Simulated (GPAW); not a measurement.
# Calculated records

Mg3CdS4 (ordered alloy, started on the rocksalt lattice) (Pm-3m): one start, several treatments of the self-energy. It takes space group Pm-3m (No. 221, cubic). The conventional cell has a = 5.306 Å, b = 5.306 Å, c = 5.306 Å, α = 90.00°, β = 90.00°, γ = 90.00°. Nearest to Mg lie 6 S at 2.65 Å. Nearest to S lie 4 Mg at 2.65 Å and 2 Cd at 2.65 Å. Nearest to Cd lie 6 S at 2.65 Å. Nearest to S lie 6 Mg at 2.65 Å. Farther neighbours and most contacts between anions are not listed. The calculation used DFT, PBE, plane waves, PAW (and 3 further levels or steps) in GPAW 26.7.0, with cutoff 450 eV, GPAW PAW setups 1.2.1 data release, 2×2×2 k-mesh, nbands 512 in one of its runs. The G0W0, Godby-Needs plasmon pole is 1.371 eV and the one-shot HSE06 is 1.470 eV. The G0W0, extrapolated in the cutoff is 1.456 eV. The one-shot Hartree-Fock is 7.277 eV. The G0W0, full frequency, Hilbert transform is 1.366 eV and the known limits are not at the basis limit; no spin-orbit coupling; coarse k mesh. It took 6 runs, 7.2 min in all on 4 MPI ranks of Arm Neoverse V1, shared host (the runs of this entry). One-shot HSE06: +0.099 eV against G0W0, Godby-Needs plasmon pole. G0W0, extrapolated in the cutoff: +0.085 eV against G0W0, Godby-Needs plasmon pole, at other bands or cutoff, so not like for like. The structure was built from a prototype and need not be the compound's stable phase. The structure was relaxed with PBE. The structure type comes from a generator and need not be one that this composition takes. Limits: no spin-orbit coupling. Bands and cutoff are finite, so the gap is not at the basis limit. The miss can reach some tenths of an eV and take either sign; the mesh is an error of its own. The program warns of a poor linear fit in the extrapolation of some level, so the extrapolated values are rough. The 2×2×2 mesh is coarse for this cell, which bears on the long-range parts of exchange and screening.

[Runs of the session that timed out or met a known fault of the program may be left out.]

[Hosts, paths, dates, database ids (printed as entryN), source tags and the programs' standing remarks are cut or masked in the printed files.]
